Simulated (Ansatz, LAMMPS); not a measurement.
# Elastic response of amorphous Si (128 atoms), part 2 of 3

Aim: relax amorphous Si (128 atoms), then change its volume and shape to read moduli from the stress.

Ansatz 0.2.0; Kohn-Sham DFT, PBE, PAW (set soft_2), plane waves.

The cell: 128 Si. The quench rate of 50 K/ps is orders of magnitude faster than experiment. The network of bonds at the start is that of the classical potential that made the cell. Sampling is at Γ alone.

So far. Step 2 (Single point at the start): The r.m.s. force at the start is 0.54 eV/Å. Step 3 (Cell and atoms relaxed): The relaxation converged after 50 steps, with a largest force component of 0.023 eV/Å.

### 4. Single point at the relaxed geometry

The electronic structure is read at the final geometry, in a run of its own.

input.yaml

```yaml
crystal:
  lattice:
    - [14.28896, -0.06525, 0.22801]
    - [-0.06525, 13.15921, 0.20642]
    - [0.22801, 0.20642, 13.994]
  atoms:
    - { symbol: Si, position: [0.67837, 0.10376, 0.8464] }
    - { symbol: Si, position: [0.29292, 0.34121, 0.87262] }
    - { symbol: Si, position: [0.91272, 0.73052, 0.55987] }
    - { symbol: Si, position: [0.68343, 0.61335, 0.54053] }
    - { symbol: Si, position: [0.91513, 0.6512, 0.84662] }
    - { symbol: Si, position: [0.19016, 0.72823, 0.76846] }
    [... 116 atom lines left out ...]
    - { symbol: Si, position: [0.06954, 0.22117, 0.54586] }
    - { symbol: Si, position: [0.83234, 0.24466, 0.36215] }
    - { symbol: Si, position: [0.46621, 0.955, 0.02206] }
    - { symbol: Si, position: [0.35119, 0.18617, 0.09275] }
    - { symbol: Si, position: [0.67468, 0.56397, 0.27639] }
    - { symbol: Si, position: [0.24544, 0.56029, 0.25659] }
kpoints:
  mp_grid: { grid: [1, 1, 1] }
hamiltonian:
  xc: pbe
scf:
  occupations: { method: gaussian, width: 0.025 }
output:
  forces: true
  stress: true
  populations: true
  dos:
    method: { smearing: { sigma: 0.1 } }
    de: 0.1
    projected: { site_lists: { Si: [Si] } }
  eigenvalues: true
  write_density: true
  write_potential: true
  volumetric_format: npy
```

The run is started by

```bash
ansatz run input.yaml --threads 4 --pin off --max-ram 8192MiB --backend cpu --events-out ev --progress --plain --runs-dir out
```

Numbers of over 12 decimals in the logs are rounded to 6 here.

The program printed:

```text
[...]
Crystal: 128 atoms, lattice volume = 2629.953 Å³
Basis set: ecut = 420 eV, 51377 PW (Γ), exchange–correlation on 192×180×192 points (8 copies of the dense FFT grid, shifted against one another)
Bands: 384, of which v1, the nominal top of the filled ones, is band 256 counted from 1 (255 counted from 0)
Symmetry: 1 space group operations
[...]
k-points: 1
[...]
SCF iter   1: F=—  HF=-81350.066053 eV  |F-HF|=—  |Δ(HF+E_count)|=         —  Δρ=3.48e-3  dr2=1.22e0  ethr=1.77e-3  ⟨swp⟩=6.0  Hψ=1782  notcnv=0  defer=63
[...]
SCF iter   9: F=-81349.914366 eV  HF=-81349.914366 eV  |F-HF|=7.52e-9  |Δ(HF+E_count)|=   1.89e-7  Δρ=5.19e-7  dr2=1.77e-8  ethr=1.95e-11  ⟨swp⟩=21.0  Hψ=3503  notcnv=0
SCF 1 converged in 9 iterations: F = -81349.914366 eV  dr2 = 1.77e-8
[...]
SCF converged after 9 iterations
Free energy (F): -81349.914366 eV
[...]
Internal energy: -81349.914366 eV  (E = F + TS)
E sigma→0 (E₀):  -81349.914366 eV
Fermi energy:    6.126771 eV
[...]
--- Forces (eV/Å), atoms counted from 1 ---
  atom   1  Si     0.00303889     0.00474807    -0.00008252
  atom   2  Si    -0.00382359    -0.00122122    -0.00057398
  atom   3  Si    -0.00308246    -0.00023099    -0.00065022
  atom   4  Si    -0.00251703     0.00099435     0.00189615
  atom   5  Si     0.00013560    -0.00276286     0.00286438
  atom   6  Si     0.00228309    -0.00323335    -0.00038478
  atom   7  Si    -0.00091903     0.00199070    -0.00253652
  atom   8  Si     0.00084815     0.00182034    -0.00420852
  atom   9  Si    -0.00117349     0.00217443    -0.00041989
  atom  10  Si    -0.00053255    -0.00162737    -0.00131942
  atom  11  Si    -0.00494914    -0.00053748     0.00195677
  atom  12  Si    -0.00018906     0.00139824    -0.00094074
  atom  13  Si    -0.00151928     0.00039561    -0.00206427
  atom  14  Si    -0.01436049    -0.00785811     0.02242213
[...]
atom 127  Si    -0.00158465     0.00324986    -0.00200293
  atom 128  Si    -0.00104383    -0.00360042     0.00259718
  max |Σ_I F_I| component: 1.90e-5 eV/Å
--- Stress (GPa, compression-positive) ---
        0.034258       0.000167       0.011576
        0.000167      -0.001990       0.007640
        0.011576       0.007640       0.015120
  P = ⅓ Tr σ = 0.0158 GPa (0.158 kbar)
--- Band table (eV) ---
[...]
--- Löwdin populations: 128 sites ---
  site symbol       q [e]
     0     Si      3.9227
     1     Si      3.9555
     2     Si      3.8846
[...]
127     Si      3.9521
  spilling = 0.011663 (of n_electrons = 512.000000)
```

Elapsed: 48 s, on 4 threads of Arm Neoverse V1, shared host; peak memory 2.9 GiB.

Read from the output:

```
free energy                                      : -81349.9144 eV
free energy per atom                             : -635.5462 eV/atom
SCF cycles                                       : 9
pressure                                         : 0.0158 GPa
r.m.s. force component                           : 0.00346 eV/Å
longest force                                    : 0.02776 eV/Å
Fermi energy                                     : 6.127 eV
gap (highest filled to lowest empty level) : 0.2886 eV
spilling of the projection                       : 0.01166
```

### 5. Volume -3 %

The relaxed cell is scaled evenly and the atoms are relaxed again; the stress at the end gives one point of P(V).

input.yaml, the sections that differ from step 4:

```yaml
crystal:
  lattice:
    - [14.14462, -0.06459, 0.22571]
    - [-0.06459, 13.02628, 0.20433]
    - [0.22571, 0.20433, 13.85264]
  atoms:
    [... the 128 atom lines of step 4 ...]
output:
  forces: true
  eigenvalues: true
  stress: true
relax:
  f_tol: 0.05
  max_steps: 70
# kpoints, hamiltonian, scf: as in step 4
```

The program printed:

```text
Warning: output.stress: scf.convergence.dr2_threshold = 1e-7 eV (the SCF's general default) is looser than the 1.08e-8 eV advised for a printed stress (1e-10 eV for each atom of the cell: 128, of which 108 are counted). What an SCF threshold leaves in a stress goes as its square root, and in the free energy as the threshold itself, and one threshold admits the most on a small cell: [...]
[...]
Crystal: 128 atoms, lattice volume = 2551.056 Å³
Basis set: ecut = 420 eV, 49883 PW (Γ), exchange–correlation on 192×180×192 points (8 copies of the dense FFT grid, shifted against one another)
Bands: 384, of which v1, the nominal top of the filled ones, is band 256 counted from 1 (255 counted from 0)
Symmetry: 1 space group operations
[...]
k-points: 1
[...]
SCF iter   1: F=—  HF=-81349.429892 eV  |F-HF|=—  |Δ(HF+E_count)|=         —  Δρ=3.58e-3  dr2=1.27e0  ethr=1.77e-3  ⟨swp⟩=6.0  Hψ=1782  notcnv=0  defer=63
[...]
SCF iter   6: F=—  HF=-81349.268631 eV  |F-HF|=—  |Δ(HF+E_count)|=   1.43e-4  Δρ=1.35e-5  dr2=1.56e-5  ethr=2.75e-8  ⟨swp⟩=2.0  Hψ=499  notcnv=0  defer=119
SCF iter   7: F=-81349.268653 eV  HF=-81349.268652 eV  |F-HF|=1.57e-6  |Δ(HF+E_count)|=   2.09e-5  Δρ=4.18e-6  dr2=1.42e-6  ethr=3.04e-9  ⟨swp⟩=17.0  Hψ=2347  notcnv=0
SCF 1 converged in 7 iterations: F = -81349.268653 eV  dr2 = 1.42e-6
[...]
relax step   1: F+E_penalty+E_count = -81349.26865308 eV  Δ(F+E_penalty+E_count) = +0.000e0 eV  max|allowed force component| = 1.922e-1 eV/Å  Δτ_max = 0.0000 Å  (7 SCF iters, dr2 threshold 6.25e-5 eV, accepted)
[...]
relax step   2: F+E_penalty+E_count = -81349.37518312 eV  Δ(F+E_penalty+E_count) = -1.065e-1 eV  max|allowed force component| = 1.119e-1 eV/Å  Δτ_max = 0.0418 Å  (7 SCF iters, accepted)
[...]
relax step   3: F+E_penalty+E_count = -81349.40634459 eV  Δ(F+E_penalty+E_count) = -3.116e-2 eV  max|allowed force component| = 5.031e-2 eV/Å  Δτ_max = 0.0395 Å  (7 SCF iters, accepted)
[...]
relax step   4: F+E_penalty+E_count = -81349.41134991 eV  Δ(F+E_penalty+E_count) = -5.005e-3 eV  max|allowed force component| = 3.457e-2 eV/Å  Δτ_max = 0.0201 Å  (6 SCF iters, accepted)
SCF converged after 6 iterations
Free energy (F): -81349.411350 eV
[...]
Internal energy: -81349.411350 eV  (E = F + TS)
E sigma→0 (E₀):  -81349.411350 eV
Fermi energy:    6.434561 eV
[...]
Σ components = -81349.411350   (vs F -81349.411350, Δ=0.00e0)
--- Forces (eV/Å), atoms counted from 1 ---
  atom   1  Si     0.00059223     0.00091668     0.00188834
  atom   2  Si     0.00282050    -0.00693242     0.00289451
  atom   3  Si    -0.00811472    -0.00830804     0.00239669
  atom   4  Si    -0.00156726     0.00343077    -0.00924485
[...]
atom 128  Si     0.00232191     0.00056666     0.00470886
  max |Σ_I F_I| component: 1.20e-5 eV/Å
--- Stress (GPa, compression-positive) ---
        2.041497       0.024794      -0.001482
        0.024794       2.035338       0.039283
       -0.001482       0.039283       2.098058
  P = ⅓ Tr σ = 2.0583 GPa (20.583 kbar)
--- Band table (eV) ---
[...]
--- Relaxed structure (4 steps of the walk, 4 accepted, 0 SCFs on fresh bases) ---
  F+E_penalty+E_count = -81349.41134991 eV   max|allowed force component| = 3.457e-2 eV/Å
  atoms:
    - { symbol: Si, position: [0.676882, 0.102780, 0.847801] }
    - { symbol: Si, position: [0.292831, 0.340486, 0.873324] }
    - { symbol: Si, position: [0.911138, 0.729365, 0.559855] }
    - { symbol: Si, position: [0.683470, 0.612780, 0.538887] }
[...]
- { symbol: Si, position: [0.243236, 0.561404, 0.257269] }
```

Wall time 2.1 min (4 threads); peak memory 2.9 GiB.

The program notes that the SCF threshold is loose for the stress.

The relaxation converged after 4 steps, 0.143 eV below its start, with a largest force component of 0.035 eV/Å.

Volume -3 %: the energy stands 0.503 eV above that of the reference, at a pressure of 2.06 GPa.

### 6. Volume +3 %

The relaxed cell is scaled to another volume.

Input and log are left out; they have the form of those shown for this kind of step.

Elapsed: 1.7 min, on 4 threads of Arm Neoverse V1, shared host; peak memory 3 GiB.

The relaxation converged after 3 steps, 0.114 eV below its start, with a largest force component of 0.046 eV/Å.

Volume +3 %: the energy stands 0.451 eV above that of the reference, at a pressure of -1.82 GPa.

[end of part 2 of 3]

[Logs are printed without paths, hosts, clocks, repeated set-up lines and the standing remarks that a program may print on its own settings, such as how far it seeks lower states.]

[Hosts, paths, dates, database ids (printed as entryN), source tags and the programs' standing remarks are cut or masked in the printed files.]
